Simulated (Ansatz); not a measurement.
**What Y2ClO2F (built on the sites of a database entry of YOF) distorts into**

Aim: this structure of Y2ClO2F (built on the sites of a database entry of YOF) is to be tested for unstable modes, and one is followed downhill.

Program: Ansatz 0.2.0. Level of theory: DFT PBEsol, scalar-relativistic, plane waves, PAW. Results are calculated unless marked as measured.

Most raw output is cut from this account.

The structure was built from a prototype and need not be the compound's stable phase.

## 1. Starting point

Symmetry: P-4m2, No. 115, tetragonal system. The conventional cell has a = 3.968 Å, b = 3.968 Å, c = 5.839 Å, α = 90.00°, β = 90.00°, γ = 90.00°. Nearest to Y lie 4 O at 2.26 Å and 2 F at 2.71 Å and 2 Cl at 2.71 Å. O has 4 Y at 2.26 Å nearest. Nearest to O lie 4 Y at 2.26 Å. Nearest to F lie 4 Y at 2.71 Å. Nearest to Cl lie 4 Y at 2.71 Å. Farther neighbours and most contacts between anions are not listed.

## 2. The dispersion

The cell comes from relaxations at this level that are not shown. Stability and thermal properties need the whole zone. Linear response on a 2×2×2 q mesh gives force constants as far as a supercell of that size would, and the tensors from the zone-centre run are typed in so that the long-range dipole term is interpolated apart.

input.yaml

```yaml
crystal:
  lattice:
    - [3.9678556729, 0.0, 0.0]
    - [0.0, 3.9678556729, 0.0]
    - [0.0, 0.0, 5.8386826923]
  atoms:
    - { symbol: "Y", position: [0.5, 0.0, 0.6847744398] }
    - { symbol: "Y", position: [0.0, 0.5, 0.3152255602] }
    - { symbol: O, position: [0.0, 0.0, 0.5] }
    - { symbol: O, position: [0.5, 0.5, 0.5] }
    - { symbol: F, position: [0.5, 0.5, 0.0] }
    - { symbol: Cl, position: [0.0, 0.0, 0.0] }
kpoints:
  mp_grid: { grid: [6, 6, 4] }
hamiltonian:
  xc: pbesol
scf:
  occupations: { method: fixed }
output:
  eigenvalues: true
phonons:
  method: dfpt
  qmesh: [2, 2, 2]
  temperatures: { t_max: 1000, t_step: 50 }
  qpath:
    path:
      - [[0.0, 0.0, 0.0], [0.0, 0.5, 0.0], [0.5, 0.5, 0.0], [0.0, 0.0, 0.0], [0.0, 0.0, 0.5], [0.0, 0.5, 0.5], [0.5, 0.5, 0.5], [0.0, 0.0, 0.5]]
      - [[0.0, 0.5, 0.0], [0.0, 0.5, 0.5]]
      - [[0.5, 0.5, 0.0], [0.5, 0.5, 0.5]]
    npoints: 10
  non_analytic_term:
    high_frequency_dielectric_tensor: [[3.918, 0.0, 0.0], [0.0, 3.918, 0.0], [0.0, 0.0, 3.6947]]
    born_effective_charges:
      - { species: "Y", tensor: [[4.1527, 0.0, 0.0], [0.0, 3.7287, 0.0], [0.0, 0.0, 3.375]] }
      - { species: "Y", tensor: [[3.7287, 0.0, 0.0], [0.0, 4.1527, 0.0], [0.0, 0.0, 3.375]] }
      - { species: O, tensor: [[-2.705, 0.0, 0.0], [0.0, -2.705, 0.0], [0.0, 0.0, -2.1348]] }
      - { species: O, tensor: [[-2.7014, 0.0, 0.0], [0.0, -2.7014, 0.0], [0.0, 0.0, -1.6788]] }
      - { species: F, tensor: [[-1.4844, 0.0, 0.0], [0.0, -1.4844, 0.0], [0.0, 0.0, -1.424]] }
      - { species: Cl, tensor: [[-0.9905, 0.0, 0.0], [0.0, -0.9905, 0.0], [0.0, 0.0, -1.5123]] }
    source: "zone-centre run at this cell"
```

On the command line:

```bash
> ansatz run input.yaml --threads 8 --pin off --max-ram 14336MiB --backend cpu --events-out ev --progress --plain --runs-dir out
```

Wall time 2.1 min (8 threads of Arm Neoverse V2, shared host); peak memory 0.81 GiB.

Numbers from this step:

* gap on the k-mesh: 5.030 eV
* volume per atom: 15.32 Å³
* sum-rule residual before enforcement: 3.49e-5 eV/Å²
* lowest frequency on the path: -158.7 cm⁻¹
* point group: -42m
* highest frequency on the path or at a solved wavevector: 565 cm⁻¹
* highest optical mode at the zone centre (no LO-TO term): 482.6 cm⁻¹
* lowest optical zone-centre mode: -131.3 cm⁻¹
* lowest mode on the q mesh (acoustic modes at Γ apart): -158.7 cm⁻¹

Frequencies (cm⁻¹) solved at each irreducible wavevector; negative means imaginary. Frequencies by wavevector, by row:

| q in reciprocal lattice units | star | mode 1 | mode 2 | mode 3 | mode 4 | mode 16 | mode 17 | mode 18 |
| --- | --- | --- | --- | --- | --- | --- | --- | --- |
| 0 0 0 | 1 | -131.3 | 0 | 0 | 0 | 476.3 | 482.6 | 482.6 |
| 0 0 -0.5 | 1 | -88.8 | -88.8 | 110.1 | 117.2 | 482.2 | 482.2 | 551.1 |
| 0 -0.5 0 | 2 | -131.3 | 95.7 | 110.6 | 133.2 | 416.3 | 502.3 | 521.2 |
| 0 -0.5 -0.5 | 2 | -85.7 | 98.3 | 110.3 | 127.4 | 417.2 | 500.9 | 503.7 |
| -0.5 -0.5 0 | 1 | -158.7 | -108 | -108 | 143.6 | 383.7 | 563.9 | 563.9 |
| -0.5 -0.5 -0.5 | 1 | -104.2 | -104.2 | -89.3 | 155.6 | 374.6 | 565 | 565 |

Interpolated from a 2×2×2 q mesh, rough between the solved points, with the LO-TO term (at Γ the limit along the path; where Γ stands inside the path, tables give the limit on arrival). The phonon branches at the labelled points (cm⁻¹):

| point | branch 1 | branch 2 | branch 3 | branch 4 | branch 15 | branch 16 | branch 17 | branch 18 |
| --- | --- | --- | --- | --- | --- | --- | --- | --- |
| Γ | -131 | 0 | 0 | 0 | 476 | 482 | 482 | 542 |
| halfway | -132 | -36 | 73 | 101 | 445 | 465 | 492 | 535 |
| X | -131 | 96 | 111 | 133 | 415 | 416 | 502 | 521 |
| halfway | -153 | 34 | 48 | 149 | 373 | 402 | 545 | 551 |
| M | -159 | -108 | -108 | 144 | 343 | 384 | 564 | 564 |
| halfway | -150 | -86 | 111 | 137 | 408 | 425 | 526 | 555 |
| Γ | -131 | 0 | 0 | 0 | 476 | 482 | 482 | 542 |
| halfway | -75 | -75 | 47 | 93 | 366 | 482 | 482 | 551 |
| Z | -89 | -89 | 110 | 117 | 357 | 482 | 482 | 551 |
| halfway | -72 | 22 | 109 | 131 | 460 | 464 | 472 | 504 |
| R | -86 | 98 | 110 | 127 | 417 | 417 | 501 | 504 |
| halfway | -87 | 35 | 56 | 144 | 367 | 401 | 544 | 544 |
| A | -104 | -104 | -89 | 156 | 333 | 375 | 565 | 565 |
| halfway | -84 | 32 | 78 | 114 | 409 | 442 | 518 | 529 |
| Z | -89 | -89 | 110 | 117 | 357 | 482 | 482 | 551 |
| jump to X | -131 | 96 | 111 | 133 | 415 | 416 | 502 | 521 |
| halfway | -109 | 97 | 113 | 128 | 414 | 416 | 502 | 513 |
| R | -86 | 98 | 110 | 127 | 417 | 417 | 501 | 504 |
| jump to M | -159 | -108 | -108 | 144 | 343 | 384 | 564 | 564 |
| halfway | -132 | -106 | -106 | 164 | 339 | 380 | 564 | 564 |
| A | -104 | -104 | -89 | 156 | 333 | 375 | 565 | 565 |

Symmetry leaves 6 wavevectors to solve. The lowest mode among them, the acoustic zeros apart, lies at q = (-0.5, -0.5, 0) and is imaginary, 158.7i cm⁻¹, so the energy falls along it.

## 3. The mode frozen in, largest atomic shift 0 Å

The mode followed lies at q = (-0.5, -0.5, 0) with frequency 158.7i cm⁻¹, the softest among the wavevectors solved. At small amplitude the distorted cell has space group no. 113 by a symmetry search on the positions. The undistorted cell that holds it gives the zero of energy on the same k mesh.

System of this step: Y2ClO2F (built on the sites of a database entry of YOF). The structure is tetragonal, space group P-4m2 (No. 115). Conventional cell: a = 3.968 Å, b = 3.968 Å, c = 5.839 Å, α = 90.00°, β = 90.00°, γ = 90.00°. Nearest to Y lie 4 O at 2.26 Å and 2 F at 2.71 Å and 2 Cl at 2.71 Å. O has 4 Y at 2.26 Å nearest. Nearest to O lie 4 Y at 2.26 Å. Nearest to F lie 4 Y at 2.71 Å. Nearest to Cl lie 4 Y at 2.71 Å. Farther neighbours and most contacts between anions are not listed.

input.yaml

```yaml
crystal:
  lattice:
    - [-3.9678556729, -3.9678556729, 0.0]
    - [-3.9678556729, 3.9678556729, 0.0]
    - [0.0, 0.0, -5.8386826923]
  atoms:
    - { symbol: "Y", position: [0.25, 0.25, 0.3152255602] }
    - { symbol: "Y", position: [0.75, 0.75, 0.3152255602] }
    - { symbol: "Y", position: [0.25, 0.75, 0.6847744398] }
    - { symbol: "Y", position: [0.75, 0.25, 0.6847744398] }
    - { symbol: O, position: [0.5, 0.5, 0.5] }
    - { symbol: O, position: [0.0, 0.0, 0.5] }
    - { symbol: O, position: [0.0, 0.5, 0.5] }
    - { symbol: O, position: [0.5, 0.0, 0.5] }
    - { symbol: F, position: [0.0, 0.5, 0.0] }
    - { symbol: F, position: [0.5, 0.0, 0.0] }
    - { symbol: Cl, position: [0.5, 0.5, 0.0] }
    - { symbol: Cl, position: [0.0, 0.0, 0.0] }
kpoints:
  mp_grid: { grid: [4, 4, 4] }
hamiltonian:
  xc: pbesol
scf:
  occupations: { method: gaussian, width: 0.02 }
output:
  forces: true
  stress: true
  eigenvalues: true
```

It took 2.3 s on 8 threads; peak memory 0.73 GiB.

This step gave:

```
pressure                         : 0.001050 GPa
gap on the k-mesh                : 5.001 eV
energy from the undistorted cell : 0 meV/atom
```

At this level the gap is 5.00 eV on the k-mesh of the self-consistent run, which can miss the band edges.

## 4. The mode frozen in, largest atomic shift 0.6 Å

The atoms are moved along the unstable eigenvector, the largest shift by 0.6 Å, with the cell fixed.

input.yaml

```yaml
crystal:
  lattice:
    - [-3.9678556729, -3.9678556729, 0.0]
    - [-3.9678556729, 3.9678556729, 0.0]
    - [0.0, 0.0, -5.8386826923]
  atoms:
    - { symbol: "Y", position: [0.2347807874, 0.2652192126, 0.3152255602] }
    - { symbol: "Y", position: [0.7652192126, 0.7347807874, 0.3152255602] }
    - { symbol: "Y", position: [0.2652192126, 0.7652192126, 0.6847744398] }
    - { symbol: "Y", position: [0.7347807874, 0.2347807874, 0.6847744398] }
    - { symbol: O, position: [0.5, 0.5, 0.5] }
    - { symbol: O, position: [0.0, 0.0, 0.5] }
    - { symbol: O, position: [0.0, 0.5, 0.5396307727] }
    - { symbol: O, position: [0.5, 0.0, 0.4603692273] }
    - { symbol: F, position: [0.0, 0.5, 0.1027629059] }
    - { symbol: F, position: [0.5, 0.0, -0.1027629059] }
    - { symbol: Cl, position: [0.5, 0.5, 0.0] }
    - { symbol: Cl, position: [0.0, 0.0, 0.0] }
kpoints:
  mp_grid: { grid: [4, 4, 4] }
hamiltonian:
  xc: pbesol
scf:
  occupations: { method: gaussian, width: 0.02 }
output:
  forces: true
  stress: true
  eigenvalues: true
```

Run time: 2.3 s. Hardware: 8 threads; peak memory 0.74 GiB.

Numbers from this step:

```yaml
pressure: 2.971 GPa
gap_on_the_k_mesh: 5.120 eV
energy_from_the_undistorted_cell: -29.51 meV/atom
```

The energy, extrapolated to zero smearing, is -29.51 meV/atom against the undistorted cell.

The run ends at a pressure of 2.97 GPa, with forces up to 1.3 eV/Å.

## 5. Energy along the mode, all amplitudes (two of the runs are shown above)

An imaginary frequency means negative curvature, so the energy should fall and then rise again as anharmonic terms take over.

This step gave:

| Property | Result |
| --- | --- |
| depth at the lowest point sampled | 29.51 meV/atom |
| largest atomic shift at that point | 0.6 Å |

The energy from the parent by largest atomic shift:

| largest atomic shift (Å) | energy from the parent (meV/atom) |
| --- | --- |
| 0.000 | 0 |
| 0.040 | -0.352 |
| 0.080 | -1.40 |
| 0.140 | -4.17 |
| 0.220 | -9.73 |
| 0.320 | -18.4 |
| 0.450 | -28.5 |
| 0.600 | -29.5 |

Displacement at unit largest shift by atom:

| atom | x (Å) | y (Å) | z (Å) | size |
| --- | --- | --- | --- | --- |
| Y1 | 0.00 | 0.20 | 0.00 | 0.20 |
| Y2 | 0.00 | -0.20 | 0.00 | 0.20 |
| Y3 | -0.20 | 0.00 | 0.00 | 0.20 |
| Y4 | 0.20 | 0.00 | 0.00 | 0.20 |
| O5 | 0.00 | 0.00 | 0.00 | 0.00 |
| O6 | 0.00 | 0.00 | 0.00 | 0.00 |
| O7 | 0.00 | 0.00 | -0.39 | 0.39 |
| O8 | 0.00 | 0.00 | 0.39 | 0.39 |
| F9 | 0.00 | 0.00 | -1.00 | 1.00 |
| F10 | 0.00 | 0.00 | 1.00 | 1.00 |
| Cl11 | 0.00 | 0.00 | 0.00 | 0.00 |
| Cl12 | 0.00 | 0.00 | 0.00 | 0.00 |

The lowest of the steps tried is the last one, at 0.6 Å, 29.5 meV/atom below the parent; the bottom of the well need not coincide with a step.

## 6. Relaxation from the frozen mode

Starting from the lowest point found, all atoms and the cell are let go, so that strain and other modes of the same symmetry can join in.

Changes to input.yaml since step 4:

```diff
@@ -23,3 +23,3 @@
 scf:
-  occupations: { method: gaussian, width: 0.02 }
+  occupations: { method: fixed }
 output:
@@ -28 +28,6 @@
   eigenvalues: true
+relax:
+  adjacent_minimum: "off"
+  f_tol: 0.002
+  max_steps: 120
+  cell: { stress_tol: 0.03 }
```

Elapsed: 34 s, on 8 threads; peak memory 0.86 GiB; 4.2 min of CPU time.

Relaxation path:

| step | energy less that of the first step (eV) | largest force component (eV/Å) | pressure (GPa) | volume (Å³) |
| --- | --- | --- | --- | --- |
| 1 | 0.0000 | 1.2450 | 2.97 | 183.85 |
| 2 | -0.2754 | 0.8306 | -0.57 | 193.09 |
| 3 | -0.3744 | 0.2581 | -0.56 | 192.89 |
| 4 | -0.3926 | 0.1055 | -0.12 | 192.91 |
| 5 | -0.3968 | 0.0094 | -0.22 | 194.07 |
| 6 | -0.3984 | 0.0025 | 0.01 | 193.64 |
| 7 | -0.3982 | 0.0008 | 0.00 | 193.69 |
| 8* | -0.4451 | 0.0015 | 0.38 | 193.69 |
| 9 | -0.4457 | 0.0048 | 0.05 | 194.83 |
| 10 | -0.4452 | 0.0027 | 0.00 | 195.04 |
| 11 | -0.4452 | 0.0009 | 0.00 | 195.04 |
| 12* | -0.4487 | 0.0009 | 0.01 | 195.04 |
| 13 | -0.4486 | 0.0003 | 0.00 | 195.09 |
| 14* | -0.4487 | 0.0003 | 0.00 | 195.09 |

Relaxation steps marked * repeat the geometry before them on a plane-wave basis chosen anew for their cell, so energy and pressure can jump there.

Forces are held to the 8 operations that the run works with; a distortion that breaks them can't arise in this run.

| conventional cell, symmetrised | before | after | change |
| --- | --- | --- | --- |
| a (Å) | 5.611 | 5.600 | -0.2 % |
| b (Å) | 5.611 | 5.600 | -0.2 % |
| c (Å) | 5.839 | 6.222 | +6.6 % |
| volume (Å³/atom) | 15.32 | 16.26 | +6.1 % |

The atoms that moved most (Å, as changes of fractional coordinates times the final cell):

| atom | dx | dy | dz | length |
| --- | --- | --- | --- | --- |
| F10 | 0.000 | 0.000 | 0.167 | 0.167 |
| F9 | 0.000 | 0.000 | -0.167 | 0.167 |
| Y2 | 0.000 | -0.046 | -0.100 | 0.110 |
| Y1 | 0.000 | 0.046 | -0.100 | 0.110 |
| Y3 | -0.046 | 0.000 | 0.100 | 0.110 |
| Y4 | 0.046 | 0.000 | 0.100 | 0.110 |
| O7 | 0.000 | 0.000 | -0.084 | 0.084 |
| O8 | 0.000 | 0.000 | 0.084 | 0.084 |

Final coordinates:

```cif
data_structure
_symmetry_space_group_name_H-M 'P 1'
_symmetry_Int_Tables_number 1
_cell_length_a 5.5998
_cell_length_b 5.5998
_cell_length_c 6.2216
_cell_angle_alpha 90.000
_cell_angle_beta 90.000
_cell_angle_gamma 90.000
_cell_volume 195.09
loop_
_atom_site_label
_atom_site_type_symbol
_atom_site_fract_x
_atom_site_fract_y
_atom_site_fract_z
_atom_site_occupancy
Y1 Y 0.22892 0.27108 0.33130 1
Y2 Y 0.77108 0.72892 0.33130 1
Y3 Y 0.27108 0.77108 0.66870 1
Y4 Y 0.72892 0.22892 0.66870 1
O5 O 0.50000 0.50000 0.50000 1
O6 O 0.00000 0.00000 0.50000 1
O7 O 0.00000 0.50000 0.55313 1
O8 O 0.50000 0.00000 0.44687 1
F9 F 0.00000 0.50000 0.12957 1
F10 F 0.50000 0.00000 0.87043 1
Cl11 Cl 0.50000 0.50000 0.00000 1
Cl12 Cl 0.00000 0.00000 0.00000 1
```

This step gave:

- pressure: 0.001212 GPa
- gap on the k-mesh: 5.216 eV
- volume per atom: 16.26 Å³

The distorted start has space group P-42_1m; the relaxation ends in P-42_1m.

## 7. Results

```yaml
unstable_mode_of_the_parent: q = (-0.5, -0.5, 0), 159i cm⁻¹
depth_at_the_lowest_point_sampled: 29.5 meV/atom
largest_atomic_shift_at_that_point: 0.6 Å
space_group_reached_within_0p01_a: P-42_1m
energy_gained_over_the_parent_first_relaxation_on_the_mesh_of_the_frozen_mode: 66.9 meV/atom
volume_per_atom_phase_reached: 16.3 Å³
gap_on_the_k_mesh_phase_reached: 5.22 eV
```

**Reading.** Along this mode the structure falls into P-42_1m, 66.9 meV/atom below the parent. At the parent's cell the well is 29.51 meV/atom deep on the steps tried, with its lowest point at a shift of 0.6 Å. That is the last step tried, so the steps alone don't bracket the bottom of the well. Relaxing atoms and cell changes the gain by +37.39 meV/atom against the lowest step (energies at zero smearing). The modes of the phase reached were not computed on this path. Of the 2 patterns followed to their end from this parent, this one reaches the lowest energy. Each path keeps the symmetry of its pattern, so a lower phase may lie along a pattern not tried. The q mesh stands for a supercell only 7.9 Å across, so branches between the solved wavevectors are rough. The program warns that the interpolation holds no quadrupole term, so branches close to Γ can be off in this crystal. The starting cell was built on a prototype and not taken from a measurement, so the phase need not exist.

[Logs are printed without paths, hosts, clocks, repeated set-up lines and the standing remarks that a program may print on its own settings, such as how far it seeks lower states.]

[Hosts, paths, dates, database ids (printed as entryN), source tags and the programs' standing remarks are cut or masked in the printed files.]
